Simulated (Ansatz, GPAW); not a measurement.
# Ta2N(OH)2 MXene monolayer in an electric field, part 3 of 3

Wanted: the out-of-plane polarisability of Ta2N(OH)2 MXene monolayer.

GPAW 26.7.0 and Ansatz 0.2.0; Ansatz plane waves; layer without images along its normal, relaxation of atoms and in-plane cell; PAW set soft_1 (the session's first sound run).

So far. Step 8 (Field on): The dipole is now 0.0616 e Å, against -3.3e-4 in the run without a field. Step 9 (In a field): The dipole is now 0.123 e Å, against -3.3e-4 in the run without a field.

## 10. In a field

Level of this step: GPAW, PAW setups; slab in vacuum (GPAW).

run.py reads:

```python
import json
import numpy as np
from ase import Atoms
from gpaw import GPAW, PW
from gpaw.external import ConstantElectricField

slab = Atoms(
    ['H', 'O', 'Ta', 'N', 'Ta', 'O', 'H'],
    positions=[
        [-0.00000, 1.90277, 8.00000],
        [-0.00000, 1.90277, 8.98004],
        [1.64784, 0.95138, 10.26123],
        [0.00000, -0.00000, 11.27754],
        [-0.00000, 1.90277, 12.29385],
        [1.64784, 0.95138, 13.57504],
        [1.64784, 0.95138, 14.55508]],
    cell=[[3.29569, 0.0, 0.0], [-1.64784, 2.85415, -0.0], [0.0, -0.0, 22.5551]],
    pbc=[True, True, False],
    magmoms=[0.0, 0.0, 1.0, 0.0, 1.0, 0.0, 0.0])

slab.calc = GPAW(mode=PW(500), xc='PBE', kpts={'size': (12, 12, 1), 'gamma': True},
                 occupations={'name': 'fermi-dirac', 'width': 0.05}, nbands='160%',
                 convergence={'density': 1e-05}, maxiter=200,
                 poissonsolver={'dipolelayer': 'xy'},
                 external=ConstantElectricField(0.3, [0, 0, 1]),
                 symmetry={'tolerance': 1e-3}, txt='slab.txt')
result = {}
energy = slab.get_potential_energy()
fermi = slab.calc.get_fermi_level()
v = slab.calc.get_electrostatic_potential().mean((0, 1)) - fermi
n = slab.calc.get_pseudo_density().mean((0, 1))
L = slab.cell[2, 2]
z = np.arange(len(v)) * L / len(v)
low, high = slab.positions[:, 2].min(), slab.positions[:, 2].max()
below, above = np.interp([low - 5.8, high + 5.8], z, v)
slopes = [np.interp(x, z, np.gradient(v, z)) for x in (low - 5.8, high + 5.8)]
eps = np.array([[slab.calc.get_eigenvalues(k, s) for k in range(len(slab.calc.get_ibz_k_points()))]
                for s in range(slab.calc.get_number_of_spins())]) - fermi
top, bottom = eps[eps < 0].max(), eps[eps > 0].min()
dipole = slab.get_dipole_moment()[2]
print(f'energy {energy:.4f} eV, Fermi level {fermi:.4f} eV, dipole {dipole:.5f} e A')
print(f'potential 5.8 A off the faces, from the Fermi level: lower {below:.4f} eV, upper {above:.4f} eV')
print(f'slope of the potential there: lower {slopes[0]:.5f}, upper {slopes[1]:.5f} eV/A')
print(f'nearest levels on the mesh: {top:.4f} and {bottom:.4f} eV')
print('magnetic moment', round(slab.get_magnetic_moment(), 3))
result.update(energy=energy, fermi=fermi, dipole=dipole, below=below, above=above, slopes=slopes, edges=[top, bottom],
              z=z.tolist(), v=v.tolist(), n=n.tolist(), positions=slab.positions.tolist(),
              forces=slab.get_forces(apply_constraint=False).tolist(), moments=slab.get_magnetic_moments().tolist())
json.dump(result, open('result.json', 'w'))
```

Started as:

```bash
$ OMP_NUM_THREADS=1 OPENBLAS_NUM_THREADS=1 python run.py
```

The log of the run:

```text
energy -50.7568 eV, Fermi level 1.7782 eV, dipole 0.18572 e A
potential 5.8 A off the faces, from the Fermi level: lower 4.3804 eV, upper 0.8110 eV
slope of the potential there: lower -0.00669, upper 0.00145 eV/A
nearest levels on the mesh: -0.0727 and 0.0216 eV
magnetic moment -0.0
```

Wall time 8.1 min (1 thread of AMD EPYC 9R14 (Zen 4), shared host); peak memory 0.91 GiB.

The electrostatic potential energy of an electron (without an applied field's), less the Fermi level, planar mean oscillates, so the rows of the table below give means over windows of 1 Å about each position, cut where the curve ends. Its maxima inside the range that stand out by 2 % of the span (Å: eV): 0.6: 4.38, 8.3: 0.312, 9.4: -7.00, 10.9: -13.4, 11.7: -13.6, 13.2: -8.16, 14.3: -1.61. Its minima: 8.0: -0.301, 9.0: -9.93, 10.2: -22.6, 11.3: -16.6, 12.3: -23.2, 13.5: -11.3, 14.6: -2.42.

Electrostatic potential energy of an electron (without an applied field's), less the Fermi level, planar mean against z; means over each step:

z (Å), electrostatic potential energy of an electron (without an applied field's), less the Fermi level, planar mean (eV) and a bar from the least value:
```
        0        3.7 #############################
        1        4.4 ##############################
        2        4.4 ##############################
        3        4.4 ##############################
        4        4.3 ##############################
        5        4.2 ##############################
        6        3.9 #############################
        7        2.8 ############################
        8        0.3 #########################
        9       -6.8 ###############
       10      -17.1 ##
       11      -15.5 ####
       12      -18.7 
       13      -12.1 #########
       14       -5.0 ##################
       15       -1.0 #######################
       16        0.4 #########################
       17        0.7 #########################
       18        0.8 #########################
       19        0.8 #########################
       20        0.8 #########################
       21        0.8 #########################
       22        1.0 ##########################
```

The dipole is now 0.186 e Å, against -3.3e-4 in the run without a field.

## 11. The series

The members are put on one axis.

This step: induced dipole against applied field; PAW set soft_1 (GPAW 26.7.0).

Dipole along the normal against field:

```
field (V/Å)  dipole along the normal (e·Å)
     -0.200                         -0.123
     -0.100                        -0.0616
     -0.050                        -0.0308
      0.000                        -3.3e-4
      0.050                         0.0308
      0.100                         0.0616
      0.200                          0.123
      0.300                          0.186
```

## 12. A changed run

One more run, with changed settings.

This step: GPAW, PAW setups; slab in vacuum (GPAW 26.7.0).

Edit run.py of step 10 so:

```diff
@@ -4,3 +4,2 @@
 from gpaw import GPAW, PW
-from gpaw.external import ConstantElectricField
 
@@ -17,3 +16,3 @@
     cell=[[3.29569, 0.0, 0.0], [-1.64784, 2.85415, -0.0], [0.0, -0.0, 22.5551]],
-    pbc=[True, True, False],
+    pbc=[True, True, True],
     magmoms=[0.0, 0.0, 1.0, 0.0, 1.0, 0.0, 0.0])
@@ -22,5 +21,4 @@
                  occupations={'name': 'fermi-dirac', 'width': 0.05}, nbands='160%',
-                 convergence={'density': 1e-05}, maxiter=200,
+                 convergence={'density': 1e-05}, maxiter=50,
                  poissonsolver={'dipolelayer': 'xy'},
-                 external=ConstantElectricField(0.3, [0, 0, 1]),
                  symmetry={'tolerance': 1e-3}, txt='slab.txt')
```

The log of the run:

```text
AssertionError
```

The job ended after 1 s (1 thread; peak memory 0.17 GiB).

The input was rejected at the start.

The fault put into the input: a dipole layer in a cell that repeats along the normal (pbc_z = true).

## 13. Results

```json
{"work function, upper and lower face": "2.529 and 2.522 eV", "dipole along the normal": "-3.3e-4 e Å", "induced dipole per field": "0.618 e Å per V/Å", "out-of-plane polarisability per area, α/(ε0 A)": "11.9 Å"}
```

In words: The field induces 0.618 e Å per V/Å, a polarisable thickness α/(ε0 A) of 11.9 Å beside 6.56 Å between the outermost nuclei. A perfect conductor would give the distance between its two image planes; a dielectric of thickness t gives t(1 - 1/ε). The induced dipole is linear in the field over this range. The starting lattice was a guess from atomic radii; the relaxation moved it by 4 %. The small printed dipole stands for a step of 6.4 meV from the lower to the upper face, and the probes find 6.2 meV; values this small are near the numerical noise of both. One magnetic start was tried; another order may lie lower. The layer's cell and atoms come from the relaxation; spin-orbit coupling and temperature are left out.

[Logs are printed without paths, hosts, clocks, repeated set-up lines and the standing remarks that a program may print on its own settings, such as how far it seeks lower states.]

[Hosts, paths, dates, database ids (printed as entryN), source tags and the programs' standing remarks are cut or masked in the printed files.]
